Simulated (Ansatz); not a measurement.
# Sensitivity of the G0W0 gap of SiO2 (I-42d)

Aim: change settings of a G0W0 run on SiO2 (I-42d) and see what moves.

Method: G0W0 on LDA, plane waves, PAW; PAW set soft_1, in Ansatz 0.2.0.

### 1. The structure

The structure is tetragonal, space group I-42d (No. 122). Conventional cell: a = 4.748 Å, b = 4.748 Å, c = 7.488 Å, α = 90.00°, β = 90.00°, γ = 90.00°. Si has 4 O at 1.62 Å nearest. Nearest to O lie 2 Si at 1.62 Å. Farther neighbours and most contacts between anions are not listed.

The cell and positions come from the Crystallography Open Database and are kept as given unless a step says otherwise.

### 2. The base run: 4×4×4 mesh, 191 empty bands, screening to 100 eV, plasmon pole, PAW set soft_1 files

G0W0 replaces the xc potential by the self-energy, built once from these orbitals. Only a window of levels is corrected, while the sums run over the empty bands that the input names. This step takes PAW set soft_1 files.

input.yaml reads:

```yaml
crystal:
  lattice:
    - [-2.37405, 2.37405, 3.744]
    - [2.37405, -2.37405, 3.744]
    - [2.37405, 2.37405, -3.744]
  atoms:
    - { symbol: Si, position: [0.0, 0.0, 0.0] }
    - { symbol: Si, position: [0.75, 0.25, 0.5] }
    - { symbol: O, position: [0.99838, 0.625, 0.87338] }
    - { symbol: O, position: [0.375, 0.24838, 0.37338] }
    - { symbol: O, position: [0.75162, 0.125, 0.12662] }
    - { symbol: O, position: [0.875, 0.00162, 0.62662] }
kpoints:
  mp_grid: { grid: [4, 4, 4] }
hamiltonian:
  xc: lda
  pseudopotentials: { kind: paw, azcp: { folder: soft_1 }, xc_functional: pbe }
scf:
  occupations: { method: fixed }
gw:
  n_empty_bands: 191
  ecut_chi: 100
  qp_bands: [v2, c2]
  qp_kpoints: band_edges
  screening: { model: godby_needs }
```

Run with:

```console
> ansatz run input.yaml --threads 3 --pin off --max-ram 92160MiB --backend cuda --events-out ev --progress --plain --runs-dir out --devices 1 --max-vram 13GiB
```

Numbers of over 12 decimals in the logs are rounded to 6 here.

The program printed:

```text
GPUs: using 1 of 1 available (devices: 1).
Engine: ansatz 0.2.0, x86_64-unknown-linux-gnu
Pseudopotentials: kind: paw
Pseudopotential: Si, paw, valence charge 4, recommended cutoff 420 eV (normal), soft_1/Si.paw.azcp
Pseudopotential: O, paw, valence charge 6, recommended cutoff 420 eV (normal), soft_1/O.paw.azcp
Functional definition: SPW92
  exchange = slater_x
  correlation = pw_c
device memory: the entry about to start is reckoned to put 0.7 GiB on a device that reports 53.0 GiB free (of which the cap on the GPU budget leaves the run 13.0 GiB)
GPU FFT provider: cuFFT
GPU libraries: cuBLAS 13.8.2, cuFFT 12.4.0, cuSOLVER 12.3.4
Crystal: 6 atoms, lattice volume = 84.406 Å³
Basis set: ecut = 420 eV, 1637 PW (Γ)
Bands: 22, of which v1, the nominal top of the filled ones, is band 16 counted from 1 (15 counted from 0)
Symmetry: 8 space group operations
Space group: I-42d (ITA 122), of the structure as read, at distance tolerance 4.4e-5 Å
k-points: 13 of 64 (time reversal used)
Non-local potential: Si, projectors of the file, l = 0: 2, l = 1: 2, l = 2: 1
Non-local potential: O, projectors of the file, l = 0: 2, l = 1: 2, l = 2: 1
PAW form: soft (Blöchl's): semilocal exchange-correlation on the pseudo side does not see the compensation charge
PAW frozen core: Si, regenerated for the run's functional, and the local potential with it (the file was generated under x = pbe(κ = 0.804, μ = 0.219515), c = pbe(β = 0.066725))
PAW frozen core: O, regenerated for the run's functional, and the local potential with it (the file was generated under x = pbe(κ = 0.804, μ = 0.219515), c = pbe(β = 0.066725))
PAW one-centre angular grid: Si, 110 points (default); XC on 64 Gauss nodes
PAW one-centre angular grid: O, 110 points (default); XC on 64 Gauss nodes
Initial density: superposition of atomic densities (chi_scale 0.1, normalization cell, long waves kept (reshape's long-wave potential 0.00 eV rms))
Initial wavefunctions: pseudopotential atomic-orbital guess
GPU buffer pool allocated for 46656 grid points (all kernels)
GPU transforms: local potential and band sums: pruned to the plane-wave sphere, on 36×36×36
Functional: x = slater, c = lda
SCF iter   1: F=—  HF=-3448.427922 eV  |F-HF|=—  |Δ(HF+E_count)|=         —  Δρ=1.17e-1  dr2=1.03e1  ethr=3.10e-3  ⟨swp⟩=4.9  Hψ=1438  notcnv=0  defer=46
preconditioner: auto → none  [insulator: Δε(μ)=7.286 eV  Ē_g=17.696 eV  n_scr=14 (ndim 8)  ℏωp=22.9 eV  f_vac=0.102  ε∞_Penn≈2.7]
SCF iter   2: F=—  HF=-3445.778812 eV  |F-HF|=—  |Δ(HF+E_count)|=    2.65e0  Δρ=6.33e-2  dr2=1.49e0  ethr=3.10e-3  ⟨swp⟩=3.8  Hψ=829  notcnv=0  defer=39
SCF iter   3: F=—  HF=-3445.360403 eV  |F-HF|=—  |Δ(HF+E_count)|=   4.18e-1  Δρ=1.87e-2  dr2=1.33e-1  ethr=3.10e-3  ⟨swp⟩=2.1  Hψ=584  notcnv=0  defer=34
[...]
NSCF: frozen V_eff on 1 k-points
SCF converged after 7 iterations
Free energy (F): -3445.348639 eV
Harris-Foulkes:  -3445.348639 eV  (|F-HF|=1.23e-9)
Internal energy: -3445.348639 eV  (E = F + TS)
E sigma→0 (E₀):  -3445.348639 eV
Fermi energy:    0.804150 eV
--- Per-component energies (eV) ---
  E_band       = -181.124916
  E_kinetic    = 771.679104
  E_local      = -2183.365623  (includes V_loc(G=0)·N_el)
  E_nonlocal   = 263.896679
  E_hartree    = 807.171050
  E_xc         = -394.814693
  E_vxc        = -459.939560  (∫ρ·V_xc dr)
  E_paw        = -1581.774653  (= ΣΔE_a)
  E_vpaw       = -187.743168  (= ΣTr[D̂ρ^β])
  E_aug_tail   = 0.003432  (compensation charges beyond the density's cutoff)
  E_ewald      = -1128.700283
  E_core_change = 0.556347  (= ΣΔE_core)
  E_smearing   = -0.000000  (= −TS)
  E_closure    = 0.000000  (closes the sum)
  Σ components = -3445.348639   (vs F -3445.348639, Δ=0.00e0)
--- Band table (eV; the first three rows and the last of 13) ---
  k-point 0: bands = [... 12 lower, -0.5178, -0.2292, 0.8042, 0.8042, 6.6258, 9.2616, 11.9000, 11.9000, ... 2 higher]
  k-point 1: bands = [... 12 lower, -0.4708, 0.0545, 0.7064, 0.7072, 7.9333, 10.1317, 10.7480, 11.3260, ... 2 higher]
  k-point 2: bands = [... 12 lower, 0.0643, 0.0643, 0.5736, 0.5736, 10.0506, 10.0506, 10.7465, 10.7465, ... 2 higher]
  k-point 12: bands = [... 12 lower, -0.6973, -0.6973, 0.7013, 0.7013, 9.5984, 9.5984, 10.2797, 10.2797, ... 2 higher]
--- G₀W₀: ω_p = 22.8636 eV, 64 q-points, 191 empty bands' worth ---
  eigenvalues of the whole cell's RPA ε∞ on this k-mesh (on a slab, of 1 + 4πα/V) = 2.2599, 2.2599, 2.3227; static W/v taken at q = 0 is 0.438517
  GN-PPA: 643976/2353081 pairs with Re ω̃² < 0 across q-mesh
  bands read: the sum over 207 bands ends inside a degenerate multiplet in 5 slots, whose members it reads at an even weight; the widest, k=0: bands 207 to 208 (counted from 1) at 1/2 each
  gw.qp_kpoints: band_edges: 13 of 13 stored k-points solved, in 1 pass; an edge of the gap read off the rows below is read off those points alone
    ik  band        ε_KS         Σx   Σc(E_QP)       V_xc       Z   E_QP_lin       E_QP  E_QP is
     0    15      0.8042   -26.3250     4.2995   -20.5052  0.8121    -0.7297    -0.7161  root
     0    16      0.8042   -26.3250     4.2995   -20.5052  0.8121    -0.7297    -0.7161  root
     0    17      6.6258    -7.1530    -3.2852   -11.9672  0.8721     8.1640     8.1548  root
     0    18      9.2616    -5.5926    -3.7548   -11.2359  0.8673    11.1656    11.1500  root
     1    15      0.7064   -26.3900     4.3056   -20.5709  0.8118    -0.8206    -0.8071  root
     1    16      0.7072   -26.3254     4.3179   -20.4783  0.8118    -0.8358    -0.8220  root
     1    17      7.9333    -8.0014    -3.3245   -13.0466  0.8648     9.6662     9.6539  root
     1    18     10.1317    -6.0131    -3.9072   -11.9395  0.8626    12.1696    12.1508  root
[...]
12    15      0.7013   -26.4405     4.3127   -20.6274  0.8117    -0.8125    -0.7992  root
    12    16      0.7013   -26.4405     4.3127   -20.6274  0.8117    -0.8125    -0.7992  root
    12    17      9.5984    -7.4238    -3.4416   -12.7362  0.8613    11.4849    11.4692  root
    12    18      9.5984    -7.4238    -3.4416   -12.7362  0.8613    11.4849    11.4692  root
```

Run time: 15 s. Hardware: 1 × NVIDIA H100 80GB HBM3 (shared by 6 runs) with 3 threads of AMD EPYC 7R13 (Zen 3), shared host; peak memory 1.3 GiB; 24 s of CPU time.

Numbers from this step:

| Property | Result |
| --- | --- |
| bands summed | 207 |
| plasmon-pole fit frequency | 22.86 eV |
| RPA ε∞ on this mesh (eigenvalues) | 2.260, 2.260, 2.323 |
| plane waves in the screening matrix | 179 |
| q-points in the mesh | 64 |
| G0W0 gap on the mesh | 8.871 eV |
| k of the valence top | 0, 0, 0 |
| k of the conduction bottom | 0, 0, 0 |
| starting gap on the mesh | 5.822 eV |
| Z at the valence top | 0.8121 |
| Z at the conduction bottom | 0.8721 |
| least direct G0W0 gap on the computed points | 8.871 eV |

The gap on the mesh goes from 5.82 eV to 8.87 eV, a correction of +3.05 eV. Between the two edge states, bare exchange in place of the xc potential would open the gap by 10.63 eV, and correlation takes back 7.58 eV.

### 3. Variant: plasmon pole at a typed frequency

input.yaml: that of step 2 with these lines changed.

```diff
@@ -25 +25,2 @@
   screening: { model: godby_needs }
+  plasmon_pole_fit_frequency: 15
```

The program printed:

```text
GPUs: using 1 of 1 available (devices: 1).
[...]
GPU FFT provider: cuFFT
GPU libraries: cuBLAS 13.8.2, cuFFT 12.4.0, cuSOLVER 12.3.4
Crystal: 6 atoms, lattice volume = 84.406 Å³
Basis set: ecut = 420 eV, 1637 PW (Γ)
Bands: 22, of which v1, the nominal top of the filled ones, is band 16 counted from 1 (15 counted from 0)
[... 1 set-up line as in the run before ...]
[...]
k-points: 13 of 64 (time reversal used)
[...]
GPU buffer pool allocated for 46656 grid points (all kernels)
[...]
SCF iter   1: F=—  HF=-3448.427922 eV  |F-HF|=—  |Δ(HF+E_count)|=         —  Δρ=1.17e-1  dr2=1.03e1  ethr=3.10e-3  ⟨swp⟩=4.9  Hψ=1438  notcnv=0  defer=46
[...]
SCF iter   7: F=-3445.348639 eV  HF=-3445.348639 eV  |F-HF|=1.23e-9  |Δ(HF+E_count)|=   1.99e-8  Δρ=2.25e-6  dr2=2.59e-9  ethr=3.13e-10  ⟨swp⟩=11.5  Hψ=1470  notcnv=0
SCF 1 converged in 7 iterations: F = -3445.348639 eV  dr2 = 2.59e-9
[...]
NSCF: frozen V_eff on 13 k-points, pencils in batches of 32, up to order 88
[...]
NSCF: frozen V_eff on 13 k-points
G₀W₀ screening: q 1/13
[... further progress lines ...]
[...]
SCF converged after 7 iterations
Free energy (F): -3445.348639 eV
[...]
Internal energy: -3445.348639 eV  (E = F + TS)
E sigma→0 (E₀):  -3445.348639 eV
Fermi energy:    0.804150 eV
[...]
--- Band table (eV; the first three rows and the last of 13) ---
  k-point 0: bands = [... 12 lower, -0.5178, -0.2292, 0.8042, 0.8042, 6.6258, 9.2616, 11.9000, 11.9000, ... 2 higher]
  k-point 1: bands = [... 12 lower, -0.4708, 0.0545, 0.7064, 0.7072, 7.9333, 10.1317, 10.7480, 11.3260, ... 2 higher]
  k-point 2: bands = [... 12 lower, 0.0643, 0.0643, 0.5736, 0.5736, 10.0506, 10.0506, 10.7465, 10.7465, ... 2 higher]
  k-point 12: bands = [... 12 lower, -0.6973, -0.6973, 0.7013, 0.7013, 9.5984, 9.5984, 10.2797, 10.2797, ... 2 higher]
--- G₀W₀: ω_p = 15.0000 eV, 64 q-points, 191 empty bands' worth ---
[...]
GN-PPA: 684700/2353081 pairs with Re ω̃² < 0 across q-mesh
[...]
0    15      0.8042   -26.3250     4.3427   -20.5052  0.8042    -0.6869    -0.6729  root
     0    16      0.8042   -26.3250     4.3427   -20.5052  0.8042    -0.6869    -0.6729  root
     0    17      6.6258    -7.1530    -3.2738   -11.9672  0.8670     8.1766     8.1661  root
     0    18      9.2616    -5.5926    -3.7375   -11.2359  0.8616    11.1851    11.1673  root
     1    15      0.7064   -26.3900     4.3488   -20.5709  0.8040    -0.7779    -0.7639  root
     1    16      0.7072   -26.3254     4.3620   -20.4783  0.8039    -0.7923    -0.7779  root
     1    17      7.9333    -8.0014    -3.3183   -13.0466  0.8592     9.6741     9.6602  root
     1    18     10.1317    -6.0131    -3.8946   -11.9395  0.8564    12.1848    12.1634  root
[...]
12    15      0.7013   -26.4405     4.3569   -20.6274  0.8038    -0.7689    -0.7550  root
    12    16      0.7013   -26.4405     4.3569   -20.6274  0.8038    -0.7689    -0.7550  root
    12    17      9.5984    -7.4238    -3.4382   -12.7362  0.8553    11.4903    11.4727  root
    12    18      9.5984    -7.4238    -3.4382   -12.7362  0.8553    11.4903    11.4727  root
```

Run time: 18 s. Hardware: 1 × NVIDIA H100 80GB HBM3 (shared by 6 runs) with 3 threads; peak memory 1.3 GiB; 31 s of CPU time.

The G0W0 gap on the mesh is 8.839 eV.

Against the base:

| setting | base | variant |
| --- | --- | --- |
| plasmon pole fit frequency | - | 15 |

| quantity | variant | base |
| --- | --- | --- |
| starting gap on the mesh | 5.822 | 5.822 |
| G0W0 gap on the mesh | 8.839 | 8.871 |
| least direct G0W0 gap on the computed points | 8.839 | 8.871 |
| Z at the valence top | 0.804 | 0.812 |
| Z at the conduction bottom | 0.867 | 0.872 |

### 4. What came out

| Item | Value |
| --- | --- |
| base | 8.87 eV, 15 s |
| plasmon pole at a typed frequency | 8.84 eV, 18 s |

Plasmon pole at a typed frequency: the gap moves by −0.03 eV. All runs here use a coarse mesh and modest cutoffs; they test settings and are not final values.

[Paths, hosts, dates, memory and timing lines, banners, echoed tables and standing remarks are left out of the program output.]

[Logs are printed without paths, hosts, clocks, repeated set-up lines and the standing remarks that a program may print on its own settings, such as how far it seeks lower states.]

[Runs of the session that timed out or met a known fault of the program may be left out.]

[Cells called generated may have been cut or substituted from an entry of the Crystallography Open Database or the Materials Project.]

[Hosts, paths, dates, database ids (printed as entryN), source tags and the programs' standing remarks are cut or masked in the printed files.]
